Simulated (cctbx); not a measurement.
# What resolution and counting buy: FeCS3

Space group R-3c (no. 167), a = 5.6690 Å, b = 5.6690 Å, c = 18.5550 Å, α = 90.00°, β = 90.00°, γ = 120.00°.

```
atom  mult.       x       y       z  Ueq (Å²)
 Fe1      6     1/3     2/3     1/6    0.0182
  S1     18  0.9490  0.6157  0.0833    0.0216
  C1      6     2/3     1/3  0.0833    0.0267
```

This is a model crystal, built by substitution and not relaxed, with assumed displacement parameters.

Five simulated data sets (cctbx; Mo Kα, λ = 0.71073 Å; 3 % proportional error) differ in resolution or exposure (noise floor 2 counts in the first three, 8 in the last two). Each is refined with the right model, isotropic at 1.1 Å and anisotropic otherwise. How do the figures of merit and the uncertainties move?

| d min (Å) | top counts | ⟨I/σ⟩ (unmerged, absences included) | unique | param. (scale apart) | Rint | R1 | GooF | largest s.u. xyz (fractional) | s.u. U of C1 (Å²) | largest error (Å) |
| --- | --- | --- | --- | --- | --- | --- | --- | --- | --- | --- |
| 1.1 | 20000 | 6.5 | 47 | 4 | 0.027 | 0.0046 | 0.77 | 0.00008 | 0.0009 | 0.0001 |
| 0.84 | 20000 | 6.1 | 106 | 9 | 0.027 | 0.0062 | 0.88 | 0.00005 | 0.0007 | 0.0005 |
| 0.6 | 20000 | 4.3 | 283 | 9 | 0.030 | 0.0080 | 0.89 | 0.00003 | 0.0004 | 0.0003 |
| 0.75 | 300 | 0.6 | 144 | 9 | 0.297 | 0.0634 | 0.92 | 0.00063 | 0.0074 | 0.0044 |
| 0.75 | 3000 | 2.5 | 144 | 9 | 0.059 | 0.0164 | 0.91 | 0.00012 | 0.0015 | 0.0007 |

The number of reflections grows roughly as 1/d³: 47, 106 and 283 here. R1 follows the noise rather than the truth: at 300 counts it is 0.0634, at 3000 counts 0.0164, while GooF is 0.92 and 0.91: the weights 1/σ² carry the noise. The s.u. of U (U11 where anisotropic) for C1 goes 0.0009, 0.0007, 0.0004 Å² with resolution and 0.0074, 0.0015 Å² with exposure.

Hardware for the 0.6 Å refinement: 0.36 s on 1 thread of Arm Neoverse V2 (shared host), peak memory 0.09 GiB.

[Logs are printed without paths, hosts, clocks, repeated set-up lines and the standing remarks that a program may print on its own settings, such as how far it seeks lower states.]
